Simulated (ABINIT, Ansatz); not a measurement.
# Ba2H6Os (Fm-3m): changed settings of a GW run in ABINIT

A base run on Ba2H6Os (Fm-3m), then changed inputs.

Program: ABINIT 10.8.3. Level of theory: LDA and many-body steps on it, plane waves. Results are calculated unless marked as measured.

Most raw output is cut from this account.

### 1. The starting structure

Symmetry: Fm-3m, No. 225, cubic system. The conventional cell has a = 8.092 Å, b = 8.092 Å, c = 8.092 Å, α = 90.00°, β = 90.00°, γ = 90.00°. Nearest to Ba lie 12 H at 2.88 Å. Nearest to H lie 1 Os at 1.73 Å and 4 H at 2.45 Å and 4 Ba at 2.88 Å. Os has 6 H at 1.73 Å nearest. Farther neighbours are not listed.

The cell and positions are those that the Materials Project relaxed with its own functionals (PBE, PBE+U or r2SCAN), kept fixed. Spin-orbit coupling is left out unless a step names it.

### 2. Screening, 2×2×2 mesh, 108 bands, screening to 114.3 eV

This step: ABINIT 10.8.3; RPA screening on LDA, plane waves, norm-conserving pseudopotentials.

The RPA dielectric matrix is built and inverted for each q.

The input, run.abi:

```
acell 3*1.0 Angstrom
rprim 
  -0.000000000000 4.046207840000 4.046207840000
  4.046207840000 0.000000000000 4.046207840000
  4.046207840000 4.046207840000 0.000000000000
ntypat 3
znucl 56 1 76
natom 9
typat 1 1 2 2 2 2 2 2 3
xred 
  0.750000000000 0.750000000000 0.750000000000
  0.250000000000 0.250000000000 0.250000000000
  0.785917090000 0.785917090000 0.214082910000
  0.214082910000 0.785917090000 0.214082910000
  0.785917090000 0.214082910000 0.214082910000
  0.214082910000 0.214082910000 0.785917090000
  0.785917090000 0.214082910000 0.785917090000
  0.214082910000 0.785917090000 0.785917090000
  0.000000000000 0.000000000000 0.000000000000
pp_dirpath "pseudos"
pseudos "Ba.upf, H.upf, Os.upf"
ecut 33
ngkpt 2 2 2
nshiftk 1
shiftk 0 0 0
kptopt 1
chksymbreak 0
istwfk *1
occopt 1
irdwfk 1
optdriver 3
nband 108
ecuteps 4.2
inclvkb 2
awtr 1
symchi 1
indata_prefix "in"
outdata_prefix "out"
tmpdata_prefix "tmp"
```

The run is started by

```bash
OMP_NUM_THREADS=1 mpirun -n 4 abinit run.abi > log
```

It took 18 s on 4 MPI ranks of Intel Xeon 6975P-C (Granite Rapids), shared host; peak memory 1.5 GiB.

This step gave:

```
ε∞ with local fields, on this mesh, along the program's q direction : 4.527
the same without local fields                                       : 5.595
plasma frequency                                                    : 20.91 eV
plane waves in the screening matrix                                 : 339
```

Local fields lower ε∞ by 19 %. On a Γ-centred mesh this coarse the value itself is usually too large, while a short band sum pulls it down.

### 3. Base

The self-energy is evaluated for the states that the input lists, and the levels follow from it, in one-shot runs by the linearised quasiparticle equation.

This step: G0W0 on LDA, plane waves, norm-conserving pseudopotentials.

run.abi, as its differences from that of step 2:

```diff
@@ -30,8 +30,17 @@
 irdwfk 1
-optdriver 3
+optdriver 4
 nband 108
+gwcalctyp 0
+ecutsigx 33
+symsigma 1
+nkptgw 2
+kptgw 
+  0.0000000000 0.0000000000 0.0000000000
+  0.5000000000 0.5000000000 0.0000000000
+bdgw 
+  19 23
+  20 23
 ecuteps 4.2
-inclvkb 2
-awtr 1
-symchi 1
+irdscr 1
+ppmodel 1
 indata_prefix "in"
```

It took 7.5 s on 4 MPI ranks; peak memory 1.1 GiB.

Numbers from this step:

```yaml
g0w0_gap_on_the_points_computed: 2.608 eV
starting_gap_on_the_mesh: 1.777 eV
k_of_the_valence_top: 0, 0, 0
k_of_the_conduction_bottom: 0.5, 0.5, 0
z_at_the_valence_top: 0.785
z_at_the_conduction_bottom: 0.829
least_direct_g0w0_gap_on_the_computed_points: 2.942 eV
```

The gap on the mesh goes from 1.78 eV to 2.61 eV, a correction of +0.83 eV.

### 4. A keyword of another program

run.abi, as its differences from that of step 3:

```diff
@@ -45,2 +45,3 @@
 ppmodel 1
+ENCUTGW 100
 indata_prefix "in"
```

Run time: 0.94 s. Hardware: 4 MPI ranks; peak memory 0.05 GiB.

The run stopped with an error after 0.94 s.

The program's words: Found token: `ENCUTGW` in the input file. This name is not one of the registered input variable names (see Action: check your input file. Perhaps you mistyped the input variable, or specified "img", although this was not permitted for this input variable.

The fault put into this input: a keyword of another program.

### 5. The runs together

Times are wall times on 4 MPI ranks of Intel Xeon 6975P-C (Granite Rapids), shared host, good to a factor of about two. A run's time includes the screening step that it read.

```csv
run,mesh,bands,screening cutoff (eV),DFT gap (eV),gap on the mesh (eV),direct (eV),ε∞ used,time
base,2×2×2,108,114.3,1.777,2.608,2.942,4.53,25 s
```

### 6. Results

| Property | Result |
| --- | --- |
| base | 2.608 eV |
| known limits | not at the basis limit; no spin polarisation; d states lean on the start; no spin-orbit coupling; coarse k mesh |

In words: Bands and cutoff are finite, so the gap is not at the basis limit. The miss can reach some tenths of an eV and take either sign; the mesh is an error of its own. In the G0W0 run levels were corrected at 2 k points alone, so a gap called «on the mesh» is the least over those, and an edge elsewhere would be missed. The 2×2×2 mesh is coarse for this cell, which bears on the long-range parts of exchange and screening. The runs have no spin polarisation. For a closed low-spin shell that is the natural state; where a d or f shell is open it is a constraint, and the gap is then not the crystal's own. With d states at the gap, one-shot GW leans hard on its start. The many-body steps are scalar-relativistic: spin-orbit coupling is not in them.

[Paths, hosts, dates, memory and timing lines, banners, echoed tables and standing remarks are left out of the program output.]

[Logs are printed without paths, hosts, clocks, repeated set-up lines and the standing remarks that a program may print on its own settings, such as how far it seeks lower states.]

[Runs of the session that timed out or met a known fault of the program may be left out.]

[Hosts, paths, dates, database ids (printed as entryN), source tags and the programs' standing remarks are cut or masked in the printed files.]

[G0W0 gaps are taken among the corrected bands and points alone; a level outside them can change the order at an edge.]

[Where Ansatz stands beside ABINIT at settings called matched, ABINIT's density can come from a denser mesh and the files from another edition; pairs whose starting gaps differed by over 0.03 eV were left out, so agreement reads better than it is.]
